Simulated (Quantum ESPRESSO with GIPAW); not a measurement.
## Ca(BH4)2: from the crystal structure to its NMR spectrum

Wanted: NMR shieldings for each site of Ca(BH4)2.

Calculated with Quantum ESPRESSO with GIPAW 8.0dev (patched build); DFT, PBEsol, plane-wave PAW (pslibrary 1.0.0 recipes), scalar-relativistic, GIPAW; a patched development version of the program.

**1. The structure**

It takes space group P4_2/m (No. 84, tetragonal). Conventional cell: a = 6.979 Å, b = 6.979 Å, c = 4.362 Å, α = 90.00°, β = 90.00°, γ = 90.00°. Ca has 10 H at 2.30 to 2.49 Å and 6 B at 2.89 to 3.04 Å nearest. Nearest to B lie 5 H at 1.23 to 2.93 Å and 3 Ca at 2.89 to 3.04 Å. Nearest to H lie 1 B at 1.24 Å and 4 H at 1.93 to 2.40 Å and 2 Ca at 2.49 Å. Nearest to H lie 1 B at 1.23 Å and 4 H at 1.99 to 2.37 Å and 1 Ca at 2.37 Å. Nearest to H lie 1 B at 1.23 Å and 3 H at 1.93 to 2.03 Å and 1 Ca at 2.30 Å. Farther neighbours are not listed.

The cell is a computed entry of the Materials Project; it need not be the form that is stable at ambient conditions.

This structure had its atoms relaxed beforehand (DFT, PBEsol, plane-wave PAW (pslibrary 1.0.0 recipes), Quantum ESPRESSO with GIPAW), starting from the database entry, since shieldings follow bond lengths closely.

**2. The SCF step**

GIPAW is a response on top of the ground state, so the wavefunctions come first. Their errors pass straight into the induced current, hence the tight threshold. No empty states are asked for: the response is solved without them. The mesh has a spacing of 0.37 Å⁻¹ at most. The PAW files were made with ld1.x from the pslibrary 1.0.0 recipes, with GIPAW reconstruction switched on.

scf.in reads:

```
&control
  calculation = 'scf'
  prefix = 'x'
  outdir = './tmp/'
  pseudo_dir = './'
/
&system
  ibrav = 0
  nat = 22
  ntyp = 3
  ecutwfc = 55
  ecutrho = 330
  nbnd = 24
/
&electrons
  conv_thr = 1.0d-10
  mixing_beta = 0.7
  electron_maxstep = 100
/
ATOMIC_SPECIES
  Ca 40.078 Ca.pbesol-spn-kjpaw_psl.1.0.0-gipaw.UPF
  B 10.810 B.pbesol-n-kjpaw_psl.1.0.0-gipaw.UPF
  H 1.008 H.pbesol-kjpaw_psl.1.0.0-gipaw.UPF
CELL_PARAMETERS angstrom
  6.97886800 0.00000000 0.00000000
  0.00000000 6.97886800 0.00000000
  0.00000000 0.00000000 4.36195500
ATOMIC_POSITIONS crystal
  Ca 0.50000000 0.00000000 0.00000000
  Ca 0.00000000 0.50000000 0.50000000
  B 0.68314608 0.20131872 0.50000000
  B 0.31685392 0.79868128 0.50000000
  B 0.20131872 0.31685392 0.00000000
  B 0.79868128 0.68314608 0.00000000
  H 0.50858357 0.17152892 0.50000000
  H 0.49141643 0.82847108 0.50000000
  H 0.17152892 0.49141643 -0.00000000
  H 0.82847108 0.50858357 -0.00000000
  H 0.76171092 0.13278724 0.72799419
  H 0.23828908 0.86721276 0.72799419
  H 0.13278724 0.23828908 0.22799419
  H 0.86721276 0.76171092 0.22799419
  H 0.76171092 0.13278724 0.27200581
  H 0.23828908 0.86721276 0.27200581
  H 0.13278724 0.23828908 0.77200581
  H 0.86721276 0.76171092 0.77200581
  H 0.69432164 0.37705552 0.50000000
  H 0.30567836 0.62294448 0.50000000
  H 0.37705552 0.30567836 -0.00000000
  H 0.62294448 0.69432164 -0.00000000
K_POINTS automatic
  3 3 4 0 0 0
```

Command:

```
$ mpirun -np 4 pw.x -nk 4 -in scf.in > scf.out
```

Output:

```text
using ibrav=0 with symmetry is DISCOURAGED, use correct ibrav instead

     bravais-lattice index     =            0
     lattice parameter (alat)  =      13.1881  a.u.
     unit-cell volume          =    1433.6652 (a.u.)^3
     number of atoms/cell      =           22
     number of atomic types    =            3
     number of electrons       =        48.00
     number of Kohn-Sham states=           24
     kinetic-energy cutoff     =      55.0000  Ry
     charge density cutoff     =     330.0000  Ry
     scf convergence threshold =      1.0E-10
     mixing beta               =       0.7000
     number of iterations used =            8  plain     mixing
     Exchange-correlation= SLA-PW-PSX-PSC
                           (   1   4  10   8   0   0   0)
[...]
Ca               10.00    40.07800     Ca( 1.00)
     B                 3.00    10.81000     B ( 1.00)
     H                 1.00     1.00800     H ( 1.00)

      8 Sym. Ops., with inversion, found ( 4 have fractional translation)
[...]
number of k points=     9
[...]
Dense  grid:   144919 G-vectors     FFT dimensions: (  80,  80,  48)

     Smooth grid:    79027 G-vectors     FFT dimensions: (  64,  64,  40)

     Check: negative core charge=   -0.000001

     Initial potential from superposition of free atoms

     starting charge      47.9895, renormalised to      48.0000
     Starting wfcs are   48 randomized atomic wfcs

     Self-consistent Calculation

     iteration #  1     ecut=    55.00 Ry     beta= 0.70
     Davidson diagonalization with overlap
     ethr =  1.00E-02,  avg # of iterations =  2.0

     total energy              =    -326.82496216 Ry
     estimated scf accuracy    <       1.88063907 Ry

     iteration #  2     ecut=    55.00 Ry     beta= 0.70
     Davidson diagonalization with overlap
     ethr =  3.92E-03,  avg # of iterations =  2.4

     total energy              =    -327.25872063 Ry
     estimated scf accuracy    <       0.15697021 Ry

     iteration #  3     ecut=    55.00 Ry     beta= 0.70
     Davidson diagonalization with overlap
     ethr =  3.27E-04,  avg # of iterations =  4.6

     total energy              =    -327.31056735 Ry
     estimated scf accuracy    <       0.01839759 Ry

[...]
total energy              =    -327.32506553 Ry
[...]
iteration # 13     ecut=    55.00 Ry     beta= 0.70
     Davidson diagonalization with overlap
     ethr =  4.31E-12,  avg # of iterations =  5.9

     total energy              =    -327.32506554 Ry
     estimated scf accuracy    <          6.7E-10 Ry

     iteration # 14     ecut=    55.00 Ry     beta= 0.70
     Davidson diagonalization with overlap
     ethr =  1.40E-12,  avg # of iterations =  4.7

     End of self-consistent calculation
     [one-electron energies left out]

!    total energy              =    -327.32506554 Ry
     total all-electron energy =     -2934.953529 Ry
     estimated scf accuracy    <          8.8E-12 Ry

     The total energy is the sum of the following terms:
     one-electron contribution =     -99.36745989 Ry
     hartree contribution      =      59.40034820 Ry
     xc contribution           =     -46.63006188 Ry
     ewald contribution        =    -104.01775962 Ry
     one-center paw contrib.   =    -136.71013234 Ry

     convergence has been achieved in  14 iterations
[...]
JOB DONE.
```

Run time: 41 s. Hardware: 4 MPI ranks of Arm Neoverse V1, shared host; peak memory 1.1 GiB; 2.7 min of CPU time.

It converged in 14 cycles to an estimated accuracy of 9e-12 Ry, on 9 irreducible k-points.

**3. GIPAW: job nmr**

The job finds the current that a weak uniform field induces (applied as a long wave, q_gipaw) and the field that this current makes at each nucleus. On atoms with p or d valence electrons much of the paramagnetic part arises close to the nucleus, where the PAW partial waves rebuild the true states. pawproj makes the reconstruction use the PAW data sets' own projectors.

nmr.in reads:

```
&inputgipaw
  job = 'nmr'
  prefix = 'x'
  tmp_dir = './tmp/'
  restart_mode = 'from_scratch'
  verbosity = 'low'
  q_gipaw = 0.01
  spline_ps = .true.
  conv_threshold = 1.0d-11
  use_nmr_macroscopic_shape = .false.
  pawproj(1) = .true.
  pawproj(2) = .true.
  pawproj(3) = .true.
/
```

Command:

```
$ mpirun -np 4 gipaw.x -in nmr.in > nmr.out
```

Output:

```text
[banner, memory and clock lines left out]
[a note of our patched build left out]

     Parallelizing q-star over 1 images

     IMPORTANT: XC functional enforced from input :
     Exchange-correlation= PBESOL
                           (   1   4  10   8   0   0   0)
     Any further DFT definition will be discarded
     Please, verify this is what you really want

     Check: negative core charge=   -0.000001
[...]
projs nearly linearly dependent: l=0  n1,n2= 1, 2  s=  0.99168239
[...]
projs nearly linearly dependent: l=0  n1,n2= 1, 2  s=  0.99970544
[...]
alpha_pv=     76.6855 eV

     spline_ps is .false., expect some extrapolation errors

     q-space interpolation up to    66.00 Rydberg

     GIPAW job: nmr
     NMR macroscopic correction: no
[...]
Computing the magnetic susceptibility     isolve=0    ethr=  0.1000E-10
     Starting from scratch
     k-point #    1 of     9      pool #  1    cpu time:       1.4
[...]
End of magnetic susceptibility calculation

     f-sum rule (1st term):
           -48.6409          0.0003          0.0000
            -0.0003        -48.6409          0.0000
             0.0000          0.0000        -48.6554

     f-sum rule (2nd term):
            -0.5567         -0.0003          0.0000
             0.0003         -0.5567          0.0000
             0.0000          0.0000         -0.5613

     f-sum rule (should be   -49.1991):
           -49.1976          0.0000          0.0000
            -0.0000        -49.1976          0.0000
             0.0000          0.0000        -49.2168

[... susceptibilities left out ...]
     Contributions to the NMR chemical shifts: -------------------------------

     Macroscopic shape contribution in ppm:                    0.00
             0.0000          0.0000          0.0000
             0.0000          0.0000          0.0000
             0.0000          0.0000          0.0000

     Core contribution in ppm:

     Atom  1  Ca  pos: (  0.500000  0.000000  0.000000)  core sigma:        1264.01
     Atom  2  Ca  pos: (  0.000000  0.500000  0.312512)  core sigma:        1264.01
     Atom  3  B   pos: (  0.683146  0.201319  0.312512)  core sigma:         164.77
     Atom  4  B   pos: (  0.316854  0.798681  0.312512)  core sigma:         164.77
     Atom  5  B   pos: (  0.201319  0.316854  0.000000)  core sigma:         164.77
     Atom  6  B   pos: (  0.798681  0.683146  0.000000)  core sigma:         164.77
     Atom  7  H   pos: (  0.508584  0.171529  0.312512)  core sigma:           0.00
     Atom  8  H   pos: (  0.491416  0.828471  0.312512)  core sigma:           0.00
     Atom  9  H   pos: (  0.171529  0.491416  0.000000)  core sigma:           0.00
     Atom 10  H   pos: (  0.828471  0.508584  0.000000)  core sigma:           0.00
     Atom 11  H   pos: (  0.761711  0.132787  0.455013)  core sigma:           0.00
     Atom 12  H   pos: (  0.238289  0.867213  0.455013)  core sigma:           0.00
     Atom 13  H   pos: (  0.132787  0.238289  0.142502)  core sigma:           0.00
     Atom 14  H   pos: (  0.867213  0.761711  0.142502)  core sigma:           0.00
     Atom 15  H   pos: (  0.761711  0.132787  0.170010)  core sigma:           0.00
     Atom 16  H   pos: (  0.238289  0.867213  0.170010)  core sigma:           0.00
[...]
Atom 21  H   pos: (  0.377056  0.305678  0.000000)  core sigma:           0.00
     Atom 22  H   pos: (  0.622944  0.694322  0.000000)  core sigma:           0.00

     Bare contribution in ppm:

     Atom  1  Ca  pos: (  0.500000  0.000000  0.000000)  bare sigma:          95.68
[...]
Atom  2  Ca  pos: (  0.000000  0.500000  0.312512)  bare sigma:          95.68
[...]
Atom  3  B   pos: (  0.683146  0.201319  0.312512)  bare sigma:         -18.52
[...]
Atom  4  B   pos: (  0.316854  0.798681  0.312512)  bare sigma:         -18.52
[...]
Atom  5  B   pos: (  0.201319  0.316854  0.000000)  bare sigma:         -18.52
[...]
Atom  6  B   pos: (  0.798681  0.683146  0.000000)  bare sigma:         -18.52
[...]
Atom  7  H   pos: (  0.508584  0.171529  0.312512)  bare sigma:          23.18
[...]
Atom  8  H   pos: (  0.491416  0.828471  0.312512)  bare sigma:          23.18
[...]
Atom  9  H   pos: (  0.171529  0.491416  0.000000)  bare sigma:          23.18
[...]
Atom 10  H   pos: (  0.828471  0.508584  0.000000)  bare sigma:          23.18
[...]
Atom 11  H   pos: (  0.761711  0.132787  0.455013)  bare sigma:          22.97
[...]
Atom 12  H   pos: (  0.238289  0.867213  0.455013)  bare sigma:          22.97
[...]
Atom 13  H   pos: (  0.132787  0.238289  0.142502)  bare sigma:          22.97
[...]
Atom 14  H   pos: (  0.867213  0.761711  0.142502)  bare sigma:          22.97
[...]
Atom 15  H   pos: (  0.761711  0.132787  0.170010)  bare sigma:          22.97
[...]
Atom 16  H   pos: (  0.238289  0.867213  0.170010)  bare sigma:          22.97
[...]
Atom 13  H   pos: (  0.132787  0.238289  0.142502)  para_oo sigma:           0.00
[...]
Atom 14  H   pos: (  0.867213  0.761711  0.142502)  para_oo sigma:           0.00
[...]
Atom 15  H   pos: (  0.761711  0.132787  0.170010)  para_oo sigma:           0.00
[...]
Atom 16  H   pos: (  0.238289  0.867213  0.170010)  para_oo sigma:           0.00
[...]
Atom 21  H   pos: (  0.377056  0.305678  0.000000)  para_oo sigma:           0.00
[...]
Atom 22  H   pos: (  0.622944  0.694322  0.000000)  para_oo sigma:           0.00
[...]
Paramagnetic US L_R Q_R contribution in ppm:

     Atom  1  Ca  pos: (  0.500000  0.000000  0.000000)  para_lq sigma:         274.98
[...]
Atom  2  Ca  pos: (  0.000000  0.500000  0.312512)  para_lq sigma:         274.98
[...]
Atom  3  B   pos: (  0.683146  0.201319  0.312512)  para_lq sigma:          -2.91
[...]
Atom  4  B   pos: (  0.316854  0.798681  0.312512)  para_lq sigma:          -2.91
[...]
Atom  5  B   pos: (  0.201319  0.316854  0.000000)  para_lq sigma:          -2.91
[...]
Atom  6  B   pos: (  0.798681  0.683146  0.000000)  para_lq sigma:          -2.91
[...]
Atom  7  H   pos: (  0.508584  0.171529  0.312512)  para_lq sigma:           0.00
[...]
Atom  8  H   pos: (  0.491416  0.828471  0.312512)  para_lq sigma:           0.00
[...]
Atom  9  H   pos: (  0.171529  0.491416  0.000000)  para_lq sigma:           0.00
[...]
Atom 10  H   pos: (  0.828471  0.508584  0.000000)  para_lq sigma:           0.00
[...]
Atom 11  H   pos: (  0.761711  0.132787  0.455013)  para_lq sigma:           0.00
[...]
Atom 12  H   pos: (  0.238289  0.867213  0.455013)  para_lq sigma:           0.00
[...]
Atom 13  H   pos: (  0.132787  0.238289  0.142502)  para_lq sigma:           0.00
[...]
Atom 14  H   pos: (  0.867213  0.761711  0.142502)  para_lq sigma:           0.00
[...]
Atom 15  H   pos: (  0.761711  0.132787  0.170010)  para_lq sigma:           0.00
[...]
Atom 16  H   pos: (  0.238289  0.867213  0.170010)  para_lq sigma:           0.00
[...]
Atom 21  H   pos: (  0.377056  0.305678  0.000000)  para_lq sigma:           0.00
[...]
Atom 22  H   pos: (  0.622944  0.694322  0.000000)  para_lq sigma:           0.00
[...]
Total NMR chemical shifts in ppm: ---------------------------------------
     (adopting the Simpson convention for anisotropy and asymmetry)-----------

     Atom  1  Ca  pos: (  0.500000  0.000000  0.000000)  Total sigma:        1071.98
          1117.7849         17.6597          0.0000
            -1.9095       1045.6732         -0.0000
            -0.0000          0.0000       1052.4853

     Ca      1    anisotropy:     69.98    eta:    0.1642
[...]
Atom  2  Ca  pos: (  0.000000  0.500000  0.312512)  Total sigma:        1071.98
[... its tensor is left out ...]
     Atom  3  B   pos: (  0.683146  0.201319  0.312512)  Total sigma:         120.58
           123.3239          4.4960         -0.0000
             4.8845        117.8914         -0.0000
            -0.0000         -0.0000        120.5150

     B       3    anisotropy:      8.18    eta:    0.9773
[...]
Atom  4  B   pos: (  0.316854  0.798681  0.312512)  Total sigma:         120.58
[... its tensor is left out ...]
     Atom  5  B   pos: (  0.201319  0.316854  0.000000)  Total sigma:         120.58
[... its tensor is left out ...]
     Atom  6  B   pos: (  0.798681  0.683146  0.000000)  Total sigma:         120.58
[... its tensor is left out ...]
     Atom  7  H   pos: (  0.508584  0.171529  0.312512)  Total sigma:          24.22
            24.5244          0.1566         -0.0000
             0.3130         24.2592         -0.0000
             0.0000         -0.0000         23.8859

     H       7    anisotropy:      0.66    eta:    0.5390
[...]
Atom  8  H   pos: (  0.491416  0.828471  0.312512)  Total sigma:          24.22
[... its tensor is left out ...]
     Atom  9  H   pos: (  0.171529  0.491416  0.000000)  Total sigma:          24.22
[... its tensor is left out ...]
     Atom 10  H   pos: (  0.828471  0.508584  0.000000)  Total sigma:          24.22
[... its tensor is left out ...]
     Atom 11  H   pos: (  0.761711  0.132787  0.455013)  Total sigma:          24.01
            23.9663          0.5562          0.5559
             0.9019         23.6515         -0.3661
            -0.2765         -0.3220         24.4130

     H      11    anisotropy:     -1.55    eta:    0.2080
[...]
Atom 12  H   pos: (  0.238289  0.867213  0.455013)  Total sigma:          24.01
[... its tensor is left out ...]
     Atom 13  H   pos: (  0.132787  0.238289  0.142502)  Total sigma:          24.01
[... its tensor is left out ...]
     Atom 14  H   pos: (  0.867213  0.761711  0.142502)  Total sigma:          24.01
[... its tensor is left out ...]
     Atom 15  H   pos: (  0.761711  0.132787  0.170010)  Total sigma:          24.01
[... its tensor is left out ...]
     Atom 16  H   pos: (  0.238289  0.867213  0.170010)  Total sigma:          24.01
[... its tensor is left out ...]
     Atom 17  H   pos: (  0.132787  0.238289  0.482522)  Total sigma:          24.01
[... its tensor is left out ...]
     Atom 18  H   pos: (  0.867213  0.761711  0.482522)  Total sigma:          24.01
[... its tensor is left out ...]
     Atom 19  H   pos: (  0.694322  0.377056  0.312512)  Total sigma:          24.33
            24.0469          0.9299         -0.0000
             1.1398         24.9671         -0.0000
            -0.0000         -0.0000         23.9881

     H      19    anisotropy:      1.96    eta:    0.4700
[...]
Atom 20  H   pos: (  0.305678  0.622944  0.312512)  Total sigma:          24.33
[... its tensor is left out ...]
     Atom 21  H   pos: (  0.377056  0.305678  0.000000)  Total sigma:          24.33
[... its tensor is left out ...]
     Atom 22  H   pos: (  0.622944  0.694322  0.000000)  Total sigma:          24.33
[... its tensor is left out ...]
```

Run time: 4.6 min. Hardware: 4 MPI ranks; peak memory 0.65 GiB.

The f-sum rule is met to 0.018 of 49.2 (0.04 %). Converged shieldings require that this miss be small, but a small miss does not prove them.

From the symmetric part of each tensor, with principal values σ11 ≤ σ22 ≤ σ33: σ_iso is their mean, the span is σ33 − σ11 and the skew 3(σ_iso − σ22)/span. (gipaw.x prints an anisotropy in another convention.)

```
site  atom no.  atoms in cell  σ_iso (ppm)  span (ppm)   skew
  Ca         1              2         1072          74   0.79
   B         3              4        120.6        10.8   0.02
H(1)         7              4        24.22        0.78   0.39
H(2)        11              8        24.01        1.66  -0.74
H(3)        19              4        24.33        2.27   0.46
```

The macroscopic shape term is switched off. For a spherical sample the valence susceptibility of this run would add about 6 ppm to every site, a rough estimate, since the susceptibility converges slowly and lacks part of the PAW terms. Differences within the crystal don't depend on it, but shieldings of different compounds can't be compared to better than a few ppm without it.

In this run the largest span is that of Ca (site symmetry 2/m), with principal values 1045, 1052 and 1119 ppm.

11B and 43Ca also have a quadrupolar coupling here. It is not given: on PAW files the efg job of this gipaw.x leaves out the augmentation charge of neighbouring atoms and can miss by tens of per cent.

**4. Sites, surroundings and shifts**

A shielding is counted from the bare nucleus and a shift from a reference compound, with the opposite sign. A fitted line does better than one reference, as its slope takes up part of the functional's error. For ¹H and ⁷Li, with little paramagnetic shielding, slope and scatter come mostly from geometry, vibration and the shape term.

To turn shieldings into shifts, lines fitted to measured solids are used. 1H: δ = (29.62 − σ) / 1.196, zero at TMS, fitted to 10 measured values, from Ca(OH)2, CsH2PO4, LiBH4, LiH, MgH2, NaH, NaOH and NH4H2PO4, with a scatter of 0.63 ppm r.m.s. (this compound left out), with σ taken with the shape term of a sphere (5.7 ppm here). Kinds of site that fitted badly were split off after the misses were seen, so the scatter is that of the points kept.

Covalently bonded atoms count as neighbours within 1.18 times the sum of their radii. Otherwise a cation's neighbours lie within 1.2 times its shortest bond (1.3 for large cations, each anion's radius taken off where they differ), and an anion's are the cations that count it.

```
site  atom no.  atoms in cell  surroundings     bonds (Å)  δ_iso (ppm)
  Ca         1              2         CaH10  2.30 to 2.49            -
   B         3              4           BH4  1.23 to 1.24            -
H(1)         7              4    bound to B         1.236        -0.26
H(2)        11              8    bound to B         1.232        -0.08
H(3)        19              4    bound to B         1.229        -0.36
```

The 3 H sites spread over 0.32 ppm in shielding, from H(2) (least shielded) to H(3).

Simulated spectrum, 1H MAS at 100 kHz, 23.5 T (1000.6 MHz), lines broadened by 0.5 ppm; rigid lattice, with dipolar and J couplings left out: a single narrow line at -0.20 ppm.

At this broadening the 3 sites give 1 resolved isotropic line.

**5. Results**

```yaml
1h_shift: -0.08, -0.26, -0.36 ppm
11b_shielding_without_shape_term: 120.6 ppm
43ca_shielding_without_shape_term: 1072 ppm
```

1H has 3 sites, in the ratio 2:1:1: H(2) (bound to B) at a shift of -0.08, H(1) (bound to B) at a shift of -0.26 and H(3) (bound to B) at a shift of -0.36 ppm. The closest two lie 0.093 ppm apart, less than the scatter of the reference line; errors within one crystal cancel in part, but their order is not certain. No sound run at another cutoff or mesh is at hand, so convergence rests on the f-sum rule and on experience with these files. Hydrogen's values are less sure: spans of ¹H carry errors of some ppm on PAW files, the bulk susceptibility matters on its narrow scale, and it is treated as a fixed classical nucleus at 0 K. Groups such as BH4 often reorient fast at room temperature, which averages anisotropies and couplings that this rigid-lattice calculation keeps whole. This build of gipaw.x prints that it is not audited and that its numbers are no references by themselves. It also reports spline_ps as false although the input sets it; why was not traced.

[Banner, clock, file and message-heading lines were taken out of the pw.x and gipaw.x logs.]

[Logs are printed without paths, hosts, clocks, repeated set-up lines and the standing remarks that a program may print on its own settings, such as how far it seeks lower states.]

[Hosts, paths, dates, database ids (printed as entryN), source tags and the programs' standing remarks are cut or masked in the printed files.]

[Where no reference line passes its bar on scatter, no shift is given, so a measured shift of this compound may stand uncompared.]
